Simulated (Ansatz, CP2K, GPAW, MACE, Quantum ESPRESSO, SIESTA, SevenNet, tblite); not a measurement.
**(5,5) carbon nanotube bundle (80 atoms) in other programs, against a plane-wave reference**

Wanted: errors and costs of other methods on (5,5) carbon nanotube bundle (80 atoms). A plane-wave run serves as the reference.

Program: Quantum ESPRESSO 7.5. Level of theory: Kohn-Sham DFT, PBE, SSSP efficiency 1.3.0 pseudopotentials, plane waves. Values are calculated unless marked as measured.

### 1. Set-up

The cell holds 80 atoms: 80 C. Its edges and angles: a = 10.081 Å, b = 10.081 Å, c = 9.840 Å, α = 90.0°, β = 90.0°, γ = 120.0°. It derives from C (graphene). Graphene sheet (a = 2.46 Å) rolled into a (5,5) tube of diameter 6.78 Å, 4 periods, hexagonal bundle with 3.3 Å between walls; not relaxed, displaced by a Gaussian of 0.02 Å. Then every atom was moved at random, 0.05 Å r.m.s. a Cartesian component. The structure's axis is c.

### 2. The reference run

The input, pw.in:

```
&control
  calculation = 'scf'
  pseudo_dir = './pseudo'
  outdir = './tmp'
  disk_io = 'none'
  tprnfor = .true.
  tstress = .true.
/
&system
  ibrav = 0
  nat = 80
  ntyp = 1
  ecutwfc = 45
  ecutrho = 360
  nosym = .true.
  occupations = 'smearing'
  smearing = 'fd'
  degauss = 0.003675
/
&electrons
  conv_thr = 4.0e-07
  electron_maxstep = 100
  mixing_beta = 0.2
  mixing_mode = 'local-TF'
  diagonalization = 'david'
/
ATOMIC_SPECIES
C 12.011 C.upf
CELL_PARAMETERS angstrom
10.08135 0.00000 0.00000
-5.04067 8.73070 0.00000
0.00000 0.00000 9.84000
ATOMIC_POSITIONS crystal
C 0.36831 0.07859 0.12432
C 0.38901 0.15384 0.99695
C 0.37427 0.29408 0.00707
C 0.33234 0.32989 0.12140
C 0.23445 0.38922 0.12502
C 0.14582 0.37087 0.25608
C 0.99742 0.32948 0.00347
C 0.91723 0.29025 0.11772
C 0.77202 0.15265 0.13027
C 0.71041 0.07622 0.25448
C 0.62400 0.91278 0.99051
C 0.61086 0.84554 0.12711
[... 64 atom lines left out ...]
C 0.00565 0.66528 0.87296
C 0.07857 0.71533 0.99687
C 0.23301 0.83911 0.99462
C 0.29640 0.92402 0.86561
K_POINTS gamma
```

Command:

```sh
$ OMP_NUM_THREADS=1 mpirun -np 2 pw.x -in pw.in > output.txt
```

The log of the run:

```text
Program PWSCF
     gamma-point specific algorithms are used
     Parallelization info
     sticks:   dense  smooth     PW     G-vecs:    dense   smooth      PW
     Min        4509    2253    567               337057   119231   14908
     Max        4510    2254    568               337066   119234   14909
     Sum        9019    4507   1135               674123   238465   29817
     bravais-lattice index     =            0
     lattice parameter (alat)  =      19.0510  a.u.
     unit-cell volume          =    5844.6628 (a.u.)^3
     number of atoms/cell      =           80
     number of atomic types    =            1
     number of electrons       =       320.00
     number of Kohn-Sham states=          192
     kinetic-energy cutoff     =      45.0000  Ry
[... lines left out ...]
     scf convergence threshold =      4.0E-07
[... lines left out ...]
     number of k points=     1  Fermi-Dirac smearing, width (Ry)=  0.0037
[... lines left out ...]
     total energy              =   -1476.04501078 Ry
[... lines left out ...]
     total energy              =   -1471.89531134 Ry
[... lines left out ...]
     total energy              =   -1473.19164916 Ry
[... lines left out ...]
     total energy              =   -1473.15186508 Ry
[... lines left out ...]
     total energy              =   -1473.15186530 Ry
[... lines left out ...]
   -13.5290 -13.4970 -13.3968 -12.9827 -12.9012 -12.7687 -12.6707 -12.5343
   -12.4785 -11.7515 -11.6851 -11.5379 -11.4094 -11.0178 -10.8622 -10.6441
[...]
7.9106   8.0853   8.1343   8.4087   8.6946   8.7572   8.8778   8.9298
     9.3884   9.4226   9.6173   9.6824   9.8077   9.9213  10.0405  10.1844
     the Fermi energy is     5.0826 ev
!    total energy              =   -1473.15186553 Ry
     total all-electron energy =     -6094.279691 Ry
     estimated scf accuracy    <       0.00000015 Ry
     smearing contrib. (-TS)   =      -0.00001701 Ry
     internal energy E=F+TS    =   -1473.15184851 Ry
     The total energy is F=E-TS. E is the sum of the following terms:
     one-electron contribution =    -694.53999248 Ry
     hartree contribution      =     491.25121036 Ry
     xc contribution           =    -372.24027049 Ry
     ewald contribution        =    -404.15732804 Ry
     one-center paw contrib.   =    -493.46546787 Ry
     convergence has been achieved in  17 iterations
     Forces acting on atoms (cartesian axes, Ry/au):
     atom    1 type  1   force =     0.04052781    0.18049534   -0.09288449
     atom    2 type  1   force =    -0.02960301    0.04514251    0.04684725
     atom    3 type  1   force =     0.05680453   -0.10977464   -0.25810696
[...]
atom   79 type  1   force =     0.01614230    0.10509728    0.07735178
     atom   80 type  1   force =    -0.03077516   -0.33052301    0.20785161
     Total force =     2.158926     Total SCF correction =     0.000476
     Computing stress (Cartesian axis) and pressure
          total   stress  (Ry/bohr**3)                   (kbar)     P=      100.16
   0.00067437  -0.00004778   0.00008773           99.20       -7.03       12.91
  -0.00004778   0.00097875  -0.00001783           -7.03      143.98       -2.62
   0.00008773  -0.00001783   0.00038952           12.91       -2.62       57.30
     Message from routine punch:
     Nothing written, as per user request (disk_io='none')
```

Run time: 2.4 min. Hardware: 2 MPI ranks of Arm Neoverse V1, shared host; peak memory 1.8 GiB.

Banners and routine set-up lines are dropped from the logs; longer cuts are marked.

Numbers from this run:

- r.m.s. force component: 3.583 eV/Å
- longest force: 12.35 eV/Å
- pressure: 10.02 GPa

### 3. Local order

Pair distribution function in bins of 0.1 Å:

| r (Å) | total |
| --- | --- |
| 1.15 | 0.00 |
| 1.25 | 1.19 |
| 1.35 | 4.35 |
| 1.45 | 6.14 |
| 1.55 | 1.17 |
| 1.65 | 0.08 |
| 1.75 | 0.00 |
| 1.85 | 0.00 |
| 1.95 | 0.00 |
| 2.05 | 0.00 |
| 2.15 | 0.00 |
| 2.25 | 0.46 |
| 2.35 | 2.33 |
| 2.45 | 3.85 |
| 2.55 | 1.80 |
| 2.65 | 0.61 |
| 2.75 | 1.25 |
| 2.85 | 1.14 |
| 2.95 | 0.50 |
| 3.05 | 0.02 |
| 3.15 | 0.00 |
| 3.25 | 0.02 |
| 3.35 | 0.12 |
| 3.45 | 0.40 |
| 3.55 | 0.94 |
| 3.65 | 1.68 |
| 3.75 | 1.46 |
| 3.85 | 0.94 |
| 3.95 | 0.80 |
| 4.05 | 0.85 |
| 4.15 | 1.04 |
| 4.25 | 1.16 |
| 4.35 | 0.97 |
| 4.45 | 0.77 |
| 4.55 | 0.38 |
| 4.65 | 1.20 |
| 4.75 | 1.22 |
| 4.85 | 1.04 |
| 4.95 | 1.74 |
| 5.05 | 1.56 |
| 5.15 | 0.94 |
| 5.25 | 0.55 |
| 5.35 | 0.37 |
| 5.45 | 0.51 |

Bonds by pair of elements; cutoffs follow the first minimum of g(r), held within bounds set by covalent radii, and pairs that aren't listed don't count as bonded:

| pair A-B | cutoff (Å) | bonds | mean length (Å) | spread (Å) | shortest (Å) | B about A | A about B |
| --- | --- | --- | --- | --- | --- | --- | --- |
| C-C | 1.85 | 120 | 1.42 | 0.078 | 1.25 | 3 | 3 |

How many atoms have how many bonded neighbours:

| element | mean | 3 |
| --- | --- | --- |
| C | 3 | 80 |

Rings of the network by King's shortest-path rule, up to 12 atoms, one path for each pair of neighbours; H, halogens, alkali and alkaline-earth atoms are left out:

| ring size (atoms) | rings | per network atom |
| --- | --- | --- |
| 6 | 40 | 0.5 |

### 4. The ladder

The programs:
- CP2K 2026.2: Gaussian basis with GTH pseudopotentials and a plane-wave density; labels give functional, basis (MOLOPT sets; SR short-range, UZH the newer set with its own potentials), grid cutoff/relative cutoff and solver (OT: orbital transformation; TRS4, TC2, SIGN: linear-scaling purification with its sparsity filter), or its built-in tight binding.
- GPAW 26.7.0: PAW with atomic orbitals (LCAO), plane waves or a real-space grid of spacing h.
- MACE: machine-learned potential, published weights.
- Quantum ESPRESSO 7.5: plane waves; labels (QE) give functional, pseudopotential set and cutoffs of waves/density.
- SIESTA 5.4.2: numerical atomic orbitals, whose automatically made sets are far from complete, with PseudoDojo norm-conserving potentials that we converted to its format (checked against plane waves on the same files for H, C, O, Si, Ge and Ca alone); labels give functional, basis size, energy shift and mesh cutoff.
- SevenNet: machine-learned potential, published weights.
- tblite 0.8.0: extended tight binding, driven from Python.

All use the same cell and atoms; the electronic-structure runs use the same k-mesh, and an electronic temperature of 580 K (0.05 eV) where levels are smeared.

Differences are against the plane-wave reference, forces as r.m.s. over components; share is that over the reference's r.m.s. force, slope the least-squares factor from reference forces to these. Total energies of different programs have different zeros and aren't compared.

| run | Δ force, r.m.s. (meV/Å) | share (%) | slope | Δ pressure (GPa) | cores | CPU time | memory (GiB) |
| --- | --- | --- | --- | --- | --- | --- | --- |
| reference | - | - | - | - | 2 | 4.9 min | 1.8 |
| CP2K PBE+D3, DZVP-UZH, 450/50 Ry, diagonalisation | 75.6 | 2.11 | 1.018 | 0.308 | 4 | 7.6 min | 2.8 |
| CP2K PBE, DZVP-MOLOPT, 450/50 Ry, diagonalisation | 38.1 | 1.06 | 1.009 | 0.239 | 4 | 83 min | 3.1 |
| CP2K PBE, DZVP-UZH, 450/30 Ry, diagonalisation (coarse) | 54.9 | 1.53 | 1.014 | 0.613 | 4 | 6 min | 2.7 |
| CP2K PBE, DZVP-UZH, 450/50 Ry, diagonalisation | 54.9 | 1.53 | 1.014 | 0.611 | 4 | 7.5 min | 2.8 |
| GPAW PBE, LCAO dzp, h 0.15 Å | 275 | 7.68 | 1.065 | - | 2 | 2.8 min | 1.6 |
| GPAW PBE, LCAO dzp, h 0.2 Å | 276 | 7.70 | 1.065 | - | 1 | 81 s | 0.67 |
| GPAW PBE, LCAO dzp, h 0.2 Å, other mixer settings | 277 | 7.74 | 1.065 | - | 2 | 2.1 min | 0.9 |
| GPAW PBE, LCAO sz(dzp), h 0.2 Å (coarse) | 1118 | 31.2 | 1.255 | - | 1 | 28 s | 0.51 |
| MACE MP-0b3 medium potential | 576 | 16.1 | 0.888 | -0.548 | 1 | 9.4 s | 1.1 |
| QE PBE, gbrv-1.5, 40/200 Ry | 23.0 | 0.641 | 1.005 | -0.412 | 2 | 2.6 min | 0.87 |
| QE PBE, sssp-1.3.0-efficiency, 30/240 Ry (coarse) | 53.1 | 1.48 | 1.012 | -6.85 | 2 | 3 min | 1.1 |
| SIESTA PBE, DZP, shift 0.01 Ry, mesh 300 Ry | 472 | 13.2 | 1.113 | 7.45 | 2 | 2.8 min | 1.0 |
| SevenNet 0 potential | 497 | 13.9 | 0.930 | -1.95 | 1 | 9 s | 1.0 |
| SevenNet l3i5 potential | 454 | 12.7 | 0.960 | -0.368 | 1 | 12 s | 1.6 |
| tblite GFN1-xTB | 208 | 5.82 | 0.977 | -2.19 | 1 | 1.8 s | 0.11 |
| tblite GFN2-xTB | 225 | 6.27 | 0.964 | -4.99 | 1 | 6.7 s | 0.11 |

Rows marked coarse use a setting chosen to be so.

Times of the machine-learned potentials are mostly Python's start and the loading of weights.

CPU time is summed over cores on a shared host, where runs went side by side, so it is rough. Symmetry, cutoffs, thresholds, outputs and thread counts weren't matched or tuned between programs; memory under MPI is the largest rank's times the ranks.

Within one program, basis, potentials and functional, energies share a zero. Each run against its twin at the usual cutoff or grid and solver:

| run | twin | Δ energy (meV/atom) | Δ force, r.m.s. (meV/Å) | CPU time over the twin's |
| --- | --- | --- | --- | --- |
| CP2K PBE, DZVP-UZH, 450/30 Ry, diagonalisation | DZVP-UZH, 450/50 Ry, diagonalisation | -0.0085 | 0.093 | 0.79 |
| GPAW PBE, LCAO dzp, h 0.15 Å | LCAO dzp, h 0.2 Å | -105 | 18.7 | 2.1 (this twin ran on 1 cores) |
| GPAW PBE, LCAO dzp, h 0.2 Å, other mixer settings | LCAO dzp, h 0.2 Å | 0 | 3.36 | 1.5 (this twin ran on 1 cores) |
| QE PBE, sssp-1.3.0-efficiency, 30/240 Ry | sssp-1.3.0-efficiency, 45/360 Ry | 104 | 53.1 | 0.61 |

### 5. Summary of results

| Item | Value |
| --- | --- |
| reference r.m.s. force component | 3.58 eV/Å |
| nearest in forces | QE PBE, gbrv-1.5, 40/200 Ry, 0.64 % |
| farthest in forces | GPAW PBE, LCAO sz(dzp), h 0.2 Å (coarse), 31 % |
| cheapest electronic-structure run beside the reference | tblite GFN1-xTB, 1.8 s of CPU time |

PBE on plane waves or a grid with other potentials, cutoffs or grids, coarse settings apart, differs from the reference by 0.64 % (QE PBE, gbrv-1.5, 40/200 Ry) of the r.m.s. force; this holds the reference's own error, so differences of a few per cent don't tell which side is nearer the exact PBE result. The PBE runs in local orbitals, coarse settings apart, differ by 1.1 % (CP2K PBE, DZVP-MOLOPT, 450/50 Ry, diagonalisation) to 13 % (SIESTA PBE, DZP, shift 0.01 Ry, mesh 300 Ry); basis, grid and potentials can all enter. Tight binding differs by 5.8 % (tblite GFN1-xTB) to 6.3 % (tblite GFN2-xTB); it is another model, with fitted parameters of its own, and the xTB methods hold dispersion. Machine-learned potentials differ by 13 % (SevenNet l3i5 potential) to 16 % (MACE MP-0b3 medium potential); they were trained on other programs' data. Rows with another functional or a dispersion term differ by 2.1 % (CP2K PBE+D3, DZVP-UZH, 450/50 Ry, diagonalisation), which mixes the change of model with differences of basis and potentials. Runs with settings chosen to be coarse differ by 1.5 % (QE PBE, sssp-1.3.0-efficiency, 30/240 Ry) to 31 % (GPAW PBE, LCAO sz(dzp), h 0.2 Å), their programs' other errors included. Of the electronic-structure runs that take under half the reference's CPU time, tblite GFN1-xTB comes nearest, at 5.8 % in 1.8 s against 4.9 min; its pressure misses by -2.2 GPa. GPAW PBE, LCAO sz(dzp), h 0.2 Å stiffens the forces by a factor of 1.26 while following their directions (correlation 0.990); the slopes of the 4 GPAW runs lie between 1.06 and 1.26. In pressure, SIESTA PBE, DZP, shift 0.01 Ry, mesh 300 Ry misses by +7.5 GPa, at the same functional. In the reference: no gap is quoted: a carbon tube of such indices can be metallic, and the k-points needn't hold the crossing of its bands. In the reference: the first maximum of g(r) stands at about 1.41 Å. Periodic xTB results under one method name differ between programs and library versions. The reference's pressure holds the uncorrected Pulay stress of its 45 Ry basis, so small pressure differences, and their order, may be the reference's own error. Machine-learned potentials mimic data converged in k, so the reference's own k-point error enters their differences. The reference's stress is far from hydrostatic: its diagonal is 9.9, 14.4, 5.7 GPa, compression counted positive. The reference's pressure of 10 GPa belongs to unrelaxed atoms and would change as they relax. The electronic-structure runs sample only Γ, in a cell whose shortest periodic width is 9 Å.

[Long decimals in the printed logs are rounded to 6 places.]

[Also dropped from logs without a mark: lines with file paths, logging warnings of Python, QE's lines on negative density and diagonalisation, SIESTA's first energy breakdown, zero terms and Voronoi charges.]

[Logs are printed without paths, hosts, clocks, repeated set-up lines and the standing remarks that a program may print on its own settings, such as how far it seeks lower states.]

[Hosts, paths, dates, database ids (printed as entryN), source tags and the programs' standing remarks are cut or masked in the printed files.]

[Not all failed runs are listed: runs killed by the host, ended in a Python traceback or in CONQUEST's support-function errors, and SIESTA runs with faulty potentials for Cu, Fe, Ni or Zn are left out.]
